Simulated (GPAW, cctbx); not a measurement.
# By hand: from a DFT structure factor to an extinction distance in NaAg3Cl4

NaAg3Cl4, Pm-3m (no. 221), a = 5.6249 Å, b = 5.6249 Å, c = 5.6249 Å, α = 90.00°, β = 90.00°, γ = 90.00°.

```csv
atom,mult.,x,y,z
Ag1,3,0,0,1/2
Cl1,3,1/2,0,1/2
Cl2,1,0,0,0
Na1,1,1/2,1/2,1/2
```

The cell is our own: ordered rocksalt alloy in the eight-atom cube, 3 of 4 Na sites given to Ag.

A DFT run (GPAW, PBE, 600 eV, 4×4×4 k-points, Fermi–Dirac width 0.02 eV) gives the static X-ray structure factor of 111 as 77.014 e for the conventional cell; superposed free atoms give 77.691 e. **Problem.** Find the Fourier component V of the crystal potential and the two-beam extinction distance at 120 kV in both cases.

## 1. Geometry

The cell volume is Ω = 177.97 Å³ and d(111) = 3.2475 Å, so g = 1/d = 0.3079 Å⁻¹.

## 2. The nuclei

Electrons feel nuclei as well as electrons, so the nuclear charges are summed with the same phases.

Phase sums Σ exp(2πi h·x), turned so that the total is real and positive: Ag +3.000, Cl -4.000, Na +1.000. Then F_Z = 47 × (+3.000) + 17 × (-4.000) + 11 × (+1.000) = 84.00 e. The electron term has the same sign for this reflection.

## 3. Mott–Bethe

Poisson's equation, term by term, gives V = (e/4πε₀)(F_Z − F)/(πΩg²), with e/4πε₀ = 14.3996 V Å.

The prefactor is 14.3996 × 3.2475²/(π × 177.97) = 0.27162 V per electron. Free atoms: (84.00 − 77.691) × 0.27162 = 1.714 V. Crystal: (84.00 − 77.014) × 0.27162 = 1.898 V. F changes by -0.87 % and V by +10.7 %: the same 0.68 e is measured against F_Z − F = 6.3 e in place of F = 77.7 e.

## 4. Extinction distance

In the two-beam case ξ = 1/(λU) with U = 2γm₀eV/h², that is ξ = 150.41 V Å²/(γλV).

At 120 kV, λ = 0.03349 Å and γ = 1.2348. Free atoms: ξ = 2122 Å. Crystal: ξ = 1917 Å. The thickness fringes go as sin²(πt/ξ), so the two patterns slip by a quarter of a period when t|1/ξ₁ − 1/ξ₀| = 1/4, at t ≈ 494 nm. Thermal motion, absorption and many-beam coupling, left out here, change a real pattern.

## 5. Answer

V(111) is 1.90 V against 1.71 V, and ξ is 1917 against 2122 Å. Limits: static atoms, two beams.

[Outputs are excerpts: Python notices, other lines and further rows are left out; steps that failed or that the build refused (PBEsol, TPSS) are not shown.]

[Logs are printed without paths, hosts, clocks, repeated set-up lines and the standing remarks that a program may print on its own settings, such as how far it seeks lower states.]
